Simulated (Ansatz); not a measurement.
# BaCaH2Br2: complex band structure, part 2 of 2

Wanted: the relaxed cell of BaCaH2Br2, its band edges and its decay constants. It is built by putting Ba for part of the Ca in the CaHBr structure of space group P4/nmm, with the volume rescaled by atomic radii. The parent structure comes from the Materials Project.

Ansatz 0.2.0; PBEsol DFT, plane waves, PAW files (the session's first sound run).

So far. Step 2 (Cell and atoms at rest): The largest force component on a free atom ends at 0.0035 eV/Å.

The structure was built from a prototype and need not be the compound's stable phase.

## (3) The bulk crystal and its band edges

The energy window and the wavevectors of the next steps follow from the band edges, so these are searched first, off the mesh as well.

The input, input.yaml:

```yaml
crystal:
  lattice:
    - [4.2112369618, 0.0, 0.0]
    - [0.0, 4.2112369618, 0.0]
    - [0.0, 0.0, 7.1645106265]
  atoms:
    - { symbol: Ba, position: [0.0, 0.5, 0.1903692132] }
    - { symbol: Ca, position: [0.5, 0.0, 0.8122702719] }
    - { symbol: H, position: [0.5, 0.5, -0.0180738163] }
    - { symbol: H, position: [0.0, 0.0, -0.0180738163] }
    - { symbol: Br, position: [0.0, 0.5, 0.6667406358] }
    - { symbol: Br, position: [0.5, 0.0, 0.3667675117] }
kpoints:
  mp_grid: { grid: [6, 6, 4] }
  band_path: { path: [VBM, CBM], npoints: 30 }
scf:
  occupations: { method: fixed }
hamiltonian:
  xc: pbesol
output:
  eigenvalues: true
  write_potential: true
  write_density: true
  volumetric_format: npy
```

Launch:

```bash
$ ansatz run input.yaml --threads 2 --pin off --max-ram 4096MiB --backend cpu --events-out ev --progress --plain --runs-dir out
```

Numbers of over 12 decimals in the logs are rounded to 6 here.

What it wrote:

```text
[...]
Crystal: 6 atoms, lattice volume = 127.059 Å³
Basis set: ecut = 420 eV, 2451 PW (Γ)
Bands: 24, of which v1, the nominal top of the filled ones, is band 18 counted from 1 (17 counted from 0)
Symmetry: 8 space group operations
[...]
k-points: 30 of 144 (time reversal used)
[...]
SCF iter   1: F=—  HF=-13168.833724 eV  |F-HF|=—  |Δ(HF+E_count)|=         —  Δρ=4.96e-3  dr2=3.15e-2  ethr=1.77e-3  ⟨swp⟩=6.0  Hψ=3197  notcnv=0  defer=105
[...]
SCF iter   6: F=-13168.825464 eV  HF=-13168.825464 eV  |F-HF|=1.78e-8  |Δ(HF+E_count)|=   2.89e-7  Δρ=3.38e-6  dr2=1.60e-8  ethr=2.78e-10  ⟨swp⟩=13.0  Hψ=4480  notcnv=0
SCF 1 converged in 6 iterations: F = -13168.825464 eV  dr2 = 1.60e-8
[...]
NSCF: frozen V_eff on 40 k-points
[...]
SCF converged after 6 iterations
Free energy (F): -13168.825464 eV
[...]
Internal energy: -13168.825464 eV  (E = F + TS)
E sigma→0 (E₀):  -13168.825464 eV
Fermi energy:    5.485424 eV
[...]
--- Band table (eV; the first three rows and the last of 30) ---
  k-point 0: bands = [... 14 lower, 4.2288, 4.2288, 4.3530, 4.7014, 8.9440, 9.5037, 10.0563, 10.0563, ... 2 higher]
  k-point 1: bands = [... 14 lower, 4.2547, 4.2547, 4.7137, 5.0293, 8.7023, 9.5175, 10.0764, 10.0764, ... 2 higher]
  k-point 2: bands = [... 14 lower, 4.2793, 4.2793, 4.7264, 5.4854, 8.5218, 9.3318, 10.0995, 10.0995, ... 2 higher]
  k-point 29: bands = [... 14 lower, 3.7248, 3.7248, 4.7506, 4.7506, 9.5159, 10.7700, 11.2015, 11.4313, ... 2 higher]
```

Wall time 15 s (2 threads of Arm Neoverse V2, shared host); peak memory 0.36 GiB; 29 s of CPU time.

Reading the cycles: dr2 is the Hartree energy of the density residual (eV), the measure of convergence; HF is the Harris–Foulkes estimate of the energy, which meets the free energy F at convergence.

Numbers from this step:

* free energy: -13168.8255 eV
* Fermi energy: 5.485 eV
* gap on the k-mesh: 2.965 eV
* gap on path: 2.965 eV, by band count; negative where bands overlap
* direct gap on path: 3.036 eV
* edge places on path: 0, 1.143 1/A along the path

Electronic bands along the path, in eV, zero at the Fermi level (highest filled level under fixed occupations); v1 is the highest filled band, c1 the lowest empty one:

| point | v4 | v3 | v2 | v1 | c1 | c2 | c3 | c4 |
| --- | --- | --- | --- | --- | --- | --- | --- | --- |
| VBM | -1.21 | -1.21 | -0.76 | 0.00 | 3.04 | 3.85 | 4.61 | 4.61 |
| halfway | -1.70 | -1.60 | -0.56 | -0.55 | 4.04 | 4.72 | 4.94 | 4.95 |
| CBM | -2.14 | -1.88 | -0.56 | -0.56 | 2.96 | 4.24 | 5.84 | 6.08 |

The searched edges give 2.96 eV, as on the mesh.

## (4) Complex bands

This step: PBEsol DFT, plane waves, PAW files; complex bands by layer matching along the plane's normal (Ansatz 0.2.0).

The same crystal is laid in a cell whose first two vectors span the (001) plane (indices of the standard conventional cell, whose axes can be ordered otherwise than in the bulk input). At fixed energy and wavevector in the plane the solver finds all kz, real and complex. A few wavevectors are listed, (0, 0), (-0.5, -0.5) and (0.5, 0) in units of the plane's reciprocal vectors; the slowest state needn't be among them.

The input, input.yaml:

```yaml
crystal:
  lattice:
    - [4.211236962, 0.0, 0.0]
    - [0.0, 4.211236962, 0.0]
    - [0.0, 0.0, 7.164510626]
  atoms:
    - { symbol: Ba, position: [0.0, 0.5, 0.1903692132] }
    - { symbol: Ca, position: [0.5, 0.0, 0.8122702719] }
    - { symbol: H, position: [0.5, 0.5, 0.9819261837] }
    - { symbol: H, position: [0.0, 0.0, 0.9819261837] }
    - { symbol: Br, position: [0.0, 0.5, 0.6667406358] }
    - { symbol: Br, position: [0.5, 0.0, 0.3667675117] }
kpoints:
  mp_grid: { grid: [6, 6, 4] }
scf:
  occupations: { method: fixed }
hamiltonian:
  xc: pbesol
output:
  eigenvalues: true
  transmission:
    leads: [[0, 0]]
    kpoints: [[0.0, 0.0], [-0.5, -0.5], [0.5, 0.0]]
    e_range: [-1.0, 3.96]
    de: 0.08
```

What it wrote:

```text
[...]
Crystal: 6 atoms, lattice volume = 127.059 Å³
Basis set: ecut = 420 eV, 2451 PW (Γ)
Bands: 24, of which v1, the nominal top of the filled ones, is band 18 counted from 1 (17 counted from 0)
Symmetry: 8 space group operations
[...]
k-points: 30 of 144 (time reversal used)
[...]
SCF iter   1: F=—  HF=-13168.833725 eV  |F-HF|=—  |Δ(HF+E_count)|=         —  Δρ=4.96e-3  dr2=3.15e-2  ethr=1.77e-3  ⟨swp⟩=6.0  Hψ=3197  notcnv=0  defer=105
[...]
SCF iter   6: F=-13168.825464 eV  HF=-13168.825464 eV  |F-HF|=1.78e-8  |Δ(HF+E_count)|=   2.89e-7  Δρ=3.38e-6  dr2=1.60e-8  ethr=2.78e-10  ⟨swp⟩=13.0  Hψ=4496  notcnv=0
SCF 1 converged in 6 iterations: F = -13168.825464 eV  dr2 = 1.60e-8
[...]
transmission: 13 of 39 steps passed
transmission: 26 of 39 steps passed
transmission: 39 of 39 steps passed
SCF converged after 6 iterations
Free energy (F): -13168.825464 eV
[...]
Internal energy: -13168.825464 eV  (E = F + TS)
E sigma→0 (E₀):  -13168.825464 eV
Fermi energy:    5.485424 eV
[...]
--- Band table (eV; the first three rows and the last of 30) ---
  k-point 0: bands = [... 14 lower, 4.2288, 4.2288, 4.3530, 4.7014, 8.9440, 9.5037, 10.0563, 10.0563, ... 2 higher]
  k-point 1: bands = [... 14 lower, 4.2547, 4.2547, 4.7137, 5.0293, 8.7023, 9.5175, 10.0764, 10.0764, ... 2 higher]
  k-point 2: bands = [... 14 lower, 4.2793, 4.2793, 4.7264, 5.4854, 8.5218, 9.3318, 10.0995, 10.0995, ... 2 higher]
  k-point 29: bands = [... 14 lower, 3.7248, 3.7248, 4.7506, 4.7506, 9.5159, 10.7700, 11.2015, 11.4313, ... 2 higher]
--- Transmission ---
  basis      : 149 plane waves across, 13 finite elements along
  points     : 3, as listed
  energies   : 63 from -1.000000 to 3.960000 eV about the Fermi level, 0.080000 eV apart; the leads are filled to 1.482460 eV, and channels, transmission and decay are at 1.480000 eV
  crystal 0  : Br2Ca1H2Ba1, at the sites [0, 0], period 7.1645 Å: whole cells are its period
    offset         : up to 0.0000 Å between an atom of the period and one for which it stands
    channels       : 0.000000e0 a spin
    conductance    : none, the energies end too early or step too widely for 300 K: set another output.transmission.e_range or a lower de, or, where they end at an eighth of basis.ecutwfc, a higher one
    slowest decay  : 0.2918 /Å at (0.0000, 0.0000)
```

It took 34 s on 2 threads; peak memory 0.54 GiB.

Numbers from this step:

```
level to which the leads are filled                       : 1.482 eV from the Fermi level
decay constant at the filling level, zone centre          : 0.2918 Å⁻¹
decay constant at the filling level, slowest listed point : 0.2918 Å⁻¹
```

K parallel (0, 0); values up to 1.5 1/Å, a degenerate pair printed once or twice; energies at which all values exceed this have no row. Table of Im kz of the slowest decaying states by energy, zero at the highest filled level on the SCF mesh:

| energy (eV) | decay 1 (Å⁻¹) | decay 2 (Å⁻¹) | decay 3 (Å⁻¹) | decay 4 (Å⁻¹) |
| --- | --- | --- | --- | --- |
| -1.00 | 0.434 | 0.521 | 0.527 | 1.04 |
| -0.76 | 0.518 | 0.561 | 1.00 | 1.24 |
| -0.52 | 0.487 | 0.514 | 0.648 | 0.958 |
| -0.28 | 0.508 | 0.551 | 0.731 | 0.900 |
| -0.04 | 0.502 | 0.577 | 0.821 | 1.17 |
| 0.28 | 0.154 | 0.492 | 0.586 | 0.823 |
| 0.52 | 0.203 | 0.483 | 0.582 | 0.820 |
| 0.76 | 0.236 | 0.473 | 0.571 | 0.816 |
| 1.00 | 0.261 | 0.462 | 0.556 | 0.809 |
| 1.24 | 0.279 | 0.451 | 0.535 | 0.800 |
| 1.48 | 0.292 | 0.438 | 0.509 | 0.789 |
| 1.72 | 0.300 | 0.425 | 0.479 | 0.777 |
| 1.96 | 0.304 | 0.410 | 0.443 | 0.763 |
| 2.20 | 0.304 | 0.393 | 0.399 | 0.748 |
| 2.44 | 0.299 | 0.346 | 0.375 | 0.730 |
| 2.68 | 0.275 | 0.290 | 0.355 | 0.711 |
| 3.00 | 0.0927 | 0.268 | 0.324 | 0.683 |
| 3.24 | 0.242 | 0.295 | 0.658 | 0.775 |
| 3.48 | 0.0525 | 0.202 | 0.261 | 0.630 |
| 3.72 | 0.131 | 0.156 | 0.213 | 0.598 |
| 3.96 | 0.116 | 0.185 | 0.559 | 0.673 |

K parallel (-0.5, -0.5); values up to 1.5 1/Å, a degenerate pair printed once or twice; energies at which all values exceed this have no row. The Im kz of the slowest decaying states by energy, zero at the highest filled level on the SCF mesh:

| energy (eV) | decay 1 (Å⁻¹) | decay 2 (Å⁻¹) | decay 3 (Å⁻¹) | decay 4 (Å⁻¹) |
| --- | --- | --- | --- | --- |
| -1.0000 | 0.216 | 0.303 | 0.443 | 1.13 |
| -0.7600 | 0.0877 | 0.322 | 0.445 | 1.10 |
| -0.5200 | 0.140 | 0.335 | 0.445 | 1.06 |
| -0.2800 | 0.345 | 0.358 | 0.441 | 1.02 |
| -0.0400 | 0.352 | 0.436 | 0.475 | 0.977 |
| 0.2800 | 0.356 | 0.425 | 0.597 | 0.908 |
| 0.5200 | 0.358 | 0.414 | 0.677 | 0.852 |
| 0.7600 | 0.357 | 0.401 | 0.746 | 0.798 |
| 1.0000 | 0.354 | 0.386 | 0.754 | 0.798 |
| 1.2400 | 0.350 | 0.368 | 0.722 | 0.834 |
| 1.4800 | 0.345 | 0.348 | 0.697 | 0.858 |
| 1.7200 | 0.324 | 0.337 | 0.677 | 0.873 |
| 1.9600 | 0.296 | 0.328 | 0.660 | 0.881 |
| 2.2800 | 0.251 | 0.314 | 0.641 | 0.885 |
| 2.5200 | 0.206 | 0.300 | 0.627 | 0.883 |
| 2.7600 | 0.142 | 0.285 | 0.613 | 0.878 |
| 3.0000 | 0.267 | 0.600 | 0.871 | 1.20 |
| 3.2400 | 0.245 | 0.585 | 0.861 | 1.17 |
| 3.4800 | 0.219 | 0.571 | 0.849 | 1.14 |
| 3.7200 | 0.186 | 0.555 | 0.834 | 1.10 |

K parallel (0.5, 0); values up to 1.5 1/Å, a degenerate pair printed once or twice; energies at which all values exceed this have no row. The Im kz of the slowest decaying states by energy, zero at the highest filled level on the SCF mesh:

| energy (eV) | decay 1 (Å⁻¹) | decay 2 (Å⁻¹) | decay 3 (Å⁻¹) | decay 4 (Å⁻¹) |
| --- | --- | --- | --- | --- |
| -1.0000 | 0.284 | 0.293 | 0.486 | 0.640 |
| -0.7600 | 0.156 | 0.231 | 0.483 | 0.660 |
| -0.5200 | 0.0635 | 0.490 | 0.672 | 0.814 |
| -0.2800 | 0.278 | 0.499 | 0.679 | 0.811 |
| -0.0400 | 0.217 | 0.345 | 0.508 | 0.681 |
| 0.2800 | 0.288 | 0.390 | 0.518 | 0.679 |
| 0.5200 | 0.314 | 0.409 | 0.523 | 0.674 |
| 0.7600 | 0.329 | 0.420 | 0.526 | 0.667 |
| 1.0000 | 0.337 | 0.426 | 0.528 | 0.658 |
| 1.2400 | 0.340 | 0.427 | 0.528 | 0.647 |
| 1.4800 | 0.339 | 0.425 | 0.526 | 0.635 |
| 1.7200 | 0.335 | 0.419 | 0.523 | 0.620 |
| 1.9600 | 0.329 | 0.411 | 0.518 | 0.604 |
| 2.2800 | 0.316 | 0.396 | 0.509 | 0.579 |
| 2.5200 | 0.303 | 0.381 | 0.501 | 0.558 |
| 2.7600 | 0.288 | 0.363 | 0.490 | 0.534 |
| 3.0000 | 0.269 | 0.341 | 0.478 | 0.508 |
| 3.2400 | 0.245 | 0.315 | 0.463 | 0.479 |
| 3.4800 | 0.215 | 0.282 | 0.445 | 0.446 |
| 3.7200 | 0.174 | 0.238 | 0.399 | 0.408 |

At the listed wavevectors the last open channel is at -0.04 eV and the next at +3.00 eV on the grid. At +1.48 eV, the grid energy nearest the filling level (the middle of the gap on the SCF mesh), the slowest state at the listed wavevectors decays with κ = 0.292 Å⁻¹, its amplitude falling by e over 3.4 Å. Through 1 nm of this crystal that state's transmission falls by exp(−2 × 0.292 Å⁻¹ × 10 Å) = 0.0029.

## (5) Band edges at another level

This step: LDA DFT, plane waves, PAW files (Ansatz 0.2.0).

The edges again with LDA, at the same atoms.

The input, input.yaml:

```yaml
crystal:
  lattice:
    - [4.2112369618, 0.0, 0.0]
    - [0.0, 4.2112369618, 0.0]
    - [0.0, 0.0, 7.1645106265]
  atoms:
    - { symbol: Ba, position: [0.0, 0.5, 0.1903692132] }
    - { symbol: Ca, position: [0.5, 0.0, 0.8122702719] }
    - { symbol: H, position: [0.5, 0.5, -0.0180738163] }
    - { symbol: H, position: [0.0, 0.0, -0.0180738163] }
    - { symbol: Br, position: [0.0, 0.5, 0.6667406358] }
    - { symbol: Br, position: [0.5, 0.0, 0.3667675117] }
kpoints:
  mp_grid: { grid: [6, 6, 4] }
  band_path: { path: [VBM, CBM], npoints: 30 }
scf:
  occupations: { method: fixed }
hamiltonian:
  xc: lda
output:
  eigenvalues: true
```

What it wrote:

```text
[...]
Crystal: 6 atoms, lattice volume = 127.059 Å³
Basis set: ecut = 420 eV, 2451 PW (Γ)
Bands: 24, of which v1, the nominal top of the filled ones, is band 18 counted from 1 (17 counted from 0)
Symmetry: 8 space group operations
[...]
k-points: 30 of 144 (time reversal used)
[...]
SCF iter   1: F=—  HF=-12979.590885 eV  |F-HF|=—  |Δ(HF+E_count)|=         —  Δρ=7.60e-3  dr2=6.21e-2  ethr=1.77e-3  ⟨swp⟩=6.1  Hψ=3200  notcnv=0  defer=106
[...]
SCF iter   6: F=-12979.570472 eV  HF=-12979.570472 eV  |F-HF|=1.51e-9  |Δ(HF+E_count)|=   1.59e-7  Δρ=4.46e-6  dr2=2.60e-8  ethr=2.78e-10  ⟨swp⟩=12.7  Hψ=4524  notcnv=0
SCF 1 converged in 6 iterations: F = -12979.570472 eV  dr2 = 2.60e-8
[...]
SCF converged after 6 iterations
Free energy (F): -12979.570472 eV
[...]
Internal energy: -12979.570472 eV  (E = F + TS)
E sigma→0 (E₀):  -12979.570472 eV
Fermi energy:    5.338532 eV
[...]
--- Band table (eV; the first three rows and the last of 30) ---
  k-point 0: bands = [... 14 lower, 4.0730, 4.0730, 4.1830, 4.5519, 8.7155, 9.2615, 9.8200, 9.8200, ... 2 higher]
  k-point 1: bands = [... 14 lower, 4.0990, 4.0990, 4.5649, 4.8712, 8.4750, 9.2645, 9.8373, 9.8373, ... 2 higher]
  k-point 2: bands = [... 14 lower, 4.1239, 4.1239, 4.5783, 5.3385, 8.2945, 9.0613, 9.8576, 9.8576, ... 2 higher]
  k-point 29: bands = [... 14 lower, 3.5674, 3.5674, 4.6063, 4.6063, 9.3003, 10.5036, 10.9129, 11.1472, ... 2 higher]
```

It took 15 s on 2 threads; peak memory 0.36 GiB; 29 s of CPU time.

This step gave:

```
free energy        : -12979.5705 eV
Fermi energy       : 5.339 eV
gap on the k-mesh  : 2.863 eV
gap on path        : 2.863 eV, by band count; negative where bands overlap
direct gap on path : 2.956 eV
```

Electronic bands along the path, in eV, zero at the Fermi level (highest filled level under fixed occupations); v1 is the highest filled band, c1 the lowest empty one:

| point | v4 | v3 | v2 | v1 | c1 | c2 | c3 | c4 |
| --- | --- | --- | --- | --- | --- | --- | --- | --- |
| VBM | -1.21 | -1.21 | -0.76 | 0.00 | 2.96 | 3.72 | 4.52 | 4.52 |
| halfway | -1.71 | -1.61 | -0.56 | -0.56 | 3.94 | 4.61 | 4.84 | 4.84 |
| CBM | -2.15 | -1.89 | -0.55 | -0.55 | 2.86 | 4.14 | 5.70 | 5.95 |

The searched edges give 2.86 eV, as on the mesh.

For the gap on path, step 3 gave 2.96 eV; this run, with LDA, gives 2.86 eV.

## (6) Complex bands at another level

This step: LDA DFT, plane waves, PAW files; complex bands by layer matching along the plane's normal (Ansatz 0.2.0).

The complex bands at that level, over its own gap, at (0, 0) and (-0.5, -0.5).

The input, input.yaml:

```yaml
crystal:
  lattice:
    - [4.211236962, 0.0, 0.0]
    - [0.0, 4.211236962, 0.0]
    - [0.0, 0.0, 7.164510626]
  atoms:
    - { symbol: Ba, position: [0.0, 0.5, 0.1903692132] }
    - { symbol: Ca, position: [0.5, 0.0, 0.8122702719] }
    - { symbol: H, position: [0.5, 0.5, 0.9819261837] }
    - { symbol: H, position: [0.0, 0.0, 0.9819261837] }
    - { symbol: Br, position: [0.0, 0.5, 0.6667406358] }
    - { symbol: Br, position: [0.5, 0.0, 0.3667675117] }
kpoints:
  mp_grid: { grid: [6, 6, 4] }
scf:
  occupations: { method: fixed }
hamiltonian:
  xc: lda
output:
  eigenvalues: true
  transmission:
    leads: [[0, 0]]
    kpoints: [[0.0, 0.0], [-0.5, -0.5]]
    e_range: [-1.0, 3.86]
    de: 0.08
```

What it wrote:

```text
[...]
Crystal: 6 atoms, lattice volume = 127.059 Å³
Basis set: ecut = 420 eV, 2451 PW (Γ)
Bands: 24, of which v1, the nominal top of the filled ones, is band 18 counted from 1 (17 counted from 0)
Symmetry: 8 space group operations
[...]
k-points: 30 of 144 (time reversal used)
[...]
SCF iter   1: F=—  HF=-12979.590886 eV  |F-HF|=—  |Δ(HF+E_count)|=         —  Δρ=7.60e-3  dr2=6.21e-2  ethr=1.77e-3  ⟨swp⟩=6.1  Hψ=3200  notcnv=0  defer=106
[...]
SCF iter   6: F=-12979.570472 eV  HF=-12979.570472 eV  |F-HF|=1.47e-9  |Δ(HF+E_count)|=   1.60e-7  Δρ=4.46e-6  dr2=2.60e-8  ethr=2.78e-10  ⟨swp⟩=12.8  Hψ=4514  notcnv=0
SCF 1 converged in 6 iterations: F = -12979.570472 eV  dr2 = 2.60e-8
[...]
transmission: 13 of 26 steps passed
transmission: 26 of 26 steps passed
SCF converged after 6 iterations
Free energy (F): -12979.570472 eV
[...]
Internal energy: -12979.570472 eV  (E = F + TS)
E sigma→0 (E₀):  -12979.570472 eV
Fermi energy:    5.338532 eV
[...]
--- Band table (eV; the first three rows and the last of 30) ---
  k-point 0: bands = [... 14 lower, 4.0730, 4.0730, 4.1830, 4.5519, 8.7155, 9.2615, 9.8200, 9.8200, ... 2 higher]
  k-point 1: bands = [... 14 lower, 4.0990, 4.0990, 4.5649, 4.8712, 8.4750, 9.2645, 9.8373, 9.8373, ... 2 higher]
  k-point 2: bands = [... 14 lower, 4.1239, 4.1239, 4.5783, 5.3385, 8.2945, 9.0613, 9.8576, 9.8576, ... 2 higher]
  k-point 29: bands = [... 14 lower, 3.5674, 3.5674, 4.6063, 4.6063, 9.3003, 10.5036, 10.9129, 11.1472, ... 2 higher]
--- Transmission ---
  basis      : 149 plane waves across, 13 finite elements along
  points     : 2, as listed
[...]
channels       : 0.000000e0 a spin
[...]
slowest decay  : 0.2813 /Å at (0.0000, 0.0000)
```

It took 23 s on 2 threads; peak memory 0.53 GiB; 36 s of CPU time.

This step gave:

- level to which the leads are filled: 1.432 eV from the Fermi level
- decay constant at the filling level, zone centre: 0.2813 Å⁻¹
- decay constant at the filling level, slowest listed point: 0.2813 Å⁻¹

K parallel (0, 0); values up to 1.5 1/Å, a degenerate pair printed once or twice; energies at which all values exceed this have no row. Im kz of the slowest decaying states against energy, zero at the highest filled level on the SCF mesh:

| energy (eV) | decay 1 (Å⁻¹) | decay 2 (Å⁻¹) | decay 3 (Å⁻¹) | decay 4 (Å⁻¹) |
| --- | --- | --- | --- | --- |
| -1.00 | 0.439 | 0.515 | 0.519 | 1.03 |
| -0.76 | 0.0496 | 0.512 | 0.563 | 0.992 |
| -0.52 | 0.480 | 0.508 | 0.650 | 0.949 |
| -0.28 | 0.502 | 0.544 | 0.734 | 0.889 |
| -0.04 | 0.495 | 0.569 | 0.817 | 1.16 |
| 0.20 | 0.130 | 0.488 | 0.577 | 0.818 |
| 0.44 | 0.186 | 0.479 | 0.575 | 0.817 |
| 0.68 | 0.222 | 0.470 | 0.566 | 0.812 |
| 0.92 | 0.249 | 0.459 | 0.551 | 0.806 |
| 1.16 | 0.268 | 0.448 | 0.532 | 0.797 |
| 1.40 | 0.281 | 0.435 | 0.507 | 0.787 |
| 1.64 | 0.290 | 0.422 | 0.477 | 0.775 |
| 1.88 | 0.294 | 0.407 | 0.441 | 0.761 |
| 2.12 | 0.294 | 0.391 | 0.398 | 0.746 |
| 2.36 | 0.289 | 0.345 | 0.373 | 0.729 |
| 2.60 | 0.275 | 0.280 | 0.352 | 0.710 |
| 2.84 | 0.163 | 0.264 | 0.330 | 0.689 |
| 3.08 | 0.240 | 0.303 | 0.665 | 0.784 |
| 3.32 | 0.204 | 0.270 | 0.639 | 0.751 |
| 3.56 | 0.138 | 0.142 | 0.228 | 0.608 |
| 3.80 | 0.156 | 0.180 | 0.572 | 0.683 |

K parallel (-0.5, -0.5); values up to 1.5 1/Å, a degenerate pair printed once or twice; energies at which all values exceed this have no row. The Im kz of the slowest decaying states by energy, zero at the highest filled level on the SCF mesh:

| energy (eV) | decay 1 (Å⁻¹) | decay 2 (Å⁻¹) | decay 3 (Å⁻¹) | decay 4 (Å⁻¹) |
| --- | --- | --- | --- | --- |
| -1.00 | 0.218 | 0.302 | 0.436 | 1.12 |
| -0.84 | 0.165 | 0.315 | 0.438 | 1.10 |
| -0.60 | 0.330 | 0.438 | 1.07 | - |
| -0.44 | 0.239 | 0.337 | 0.437 | 1.04 |
| -0.20 | 0.345 | 0.399 | 0.432 | 1.00 |
| -0.04 | 0.349 | 0.428 | 0.472 | 0.970 |
| 0.12 | 0.352 | 0.423 | 0.536 | 0.937 |
| 0.36 | 0.354 | 0.413 | 0.620 | 0.884 |
| 0.52 | 0.354 | 0.405 | 0.672 | 0.847 |
| 0.76 | 0.353 | 0.391 | 0.739 | 0.795 |
| 0.92 | 0.351 | 0.381 | 0.765 | 0.775 |
| 1.08 | 0.349 | 0.370 | 0.741 | 0.803 |
| 1.32 | 0.344 | 0.350 | 0.711 | 0.834 |
| 1.48 | 0.335 | 0.340 | 0.695 | 0.848 |
| 1.72 | 0.310 | 0.332 | 0.676 | 0.863 |
| 1.88 | 0.291 | 0.326 | 0.664 | 0.869 |
| 2.04 | 0.270 | 0.319 | 0.654 | 0.872 |
| 2.28 | 0.231 | 0.307 | 0.639 | 0.874 |
| 2.44 | 0.199 | 0.298 | 0.630 | 0.873 |
| 2.68 | 0.133 | 0.282 | 0.616 | 0.869 |
| 2.84 | 0.0479 | 0.271 | 0.607 | 0.864 |
| 3.00 | 0.257 | 0.598 | 0.859 | 1.19 |
| 3.24 | 0.234 | 0.583 | 0.848 | 1.16 |
| 3.40 | 0.216 | 0.573 | 0.840 | 1.13 |
| 3.64 | 0.182 | 0.558 | 0.825 | 1.10 |
| 3.80 | 0.153 | 0.547 | 0.814 | 1.07 |

At the listed wavevectors the last open channel is at -0.04 eV and the next at +2.92 eV on the grid. At +1.40 eV, the grid energy nearest the filling level (the middle of the gap on the SCF mesh), the slowest state at the listed wavevectors decays with κ = 0.281 Å⁻¹, its amplitude falling by e over 3.6 Å; the first such run, plane (001), gave 0.292 Å⁻¹ over as many of its listed wavevectors.

## (7) What came out

- band gap: 2.96 eV
- least decay constant at mid-gap, normal to (001): 0.292 Å⁻¹
- least decay constant, LDA: 0.281 Å⁻¹

What this shows: With PBEsol, the slowest decay at the wavevectors tried is κ = 0.292 Å⁻¹, normal to (001). Through such a film the transmission near mid-gap falls as exp(−2κd), a factor of ten every 3.9 Å. A free electron under a barrier of half the gap would need a mass of 0.22 mₑ to decay at this rate. With LDA the gap goes from 2.96 to 2.86 eV and the decay constant, over the first 2 listed wavevectors, from 0.292 to 0.281 Å⁻¹. The compound is made up by substitution; its stability against other phases and against distortions of the cell's symmetry was not tested. A semilocal functional narrows gaps, so real decay constants are likely larger.

[Logs are printed without paths, hosts, clocks, repeated set-up lines and the standing remarks that a program may print on its own settings, such as how far it seeks lower states.]

[Hosts, paths, dates, database ids (printed as entryN), source tags and the programs' standing remarks are cut or masked in the printed files.]
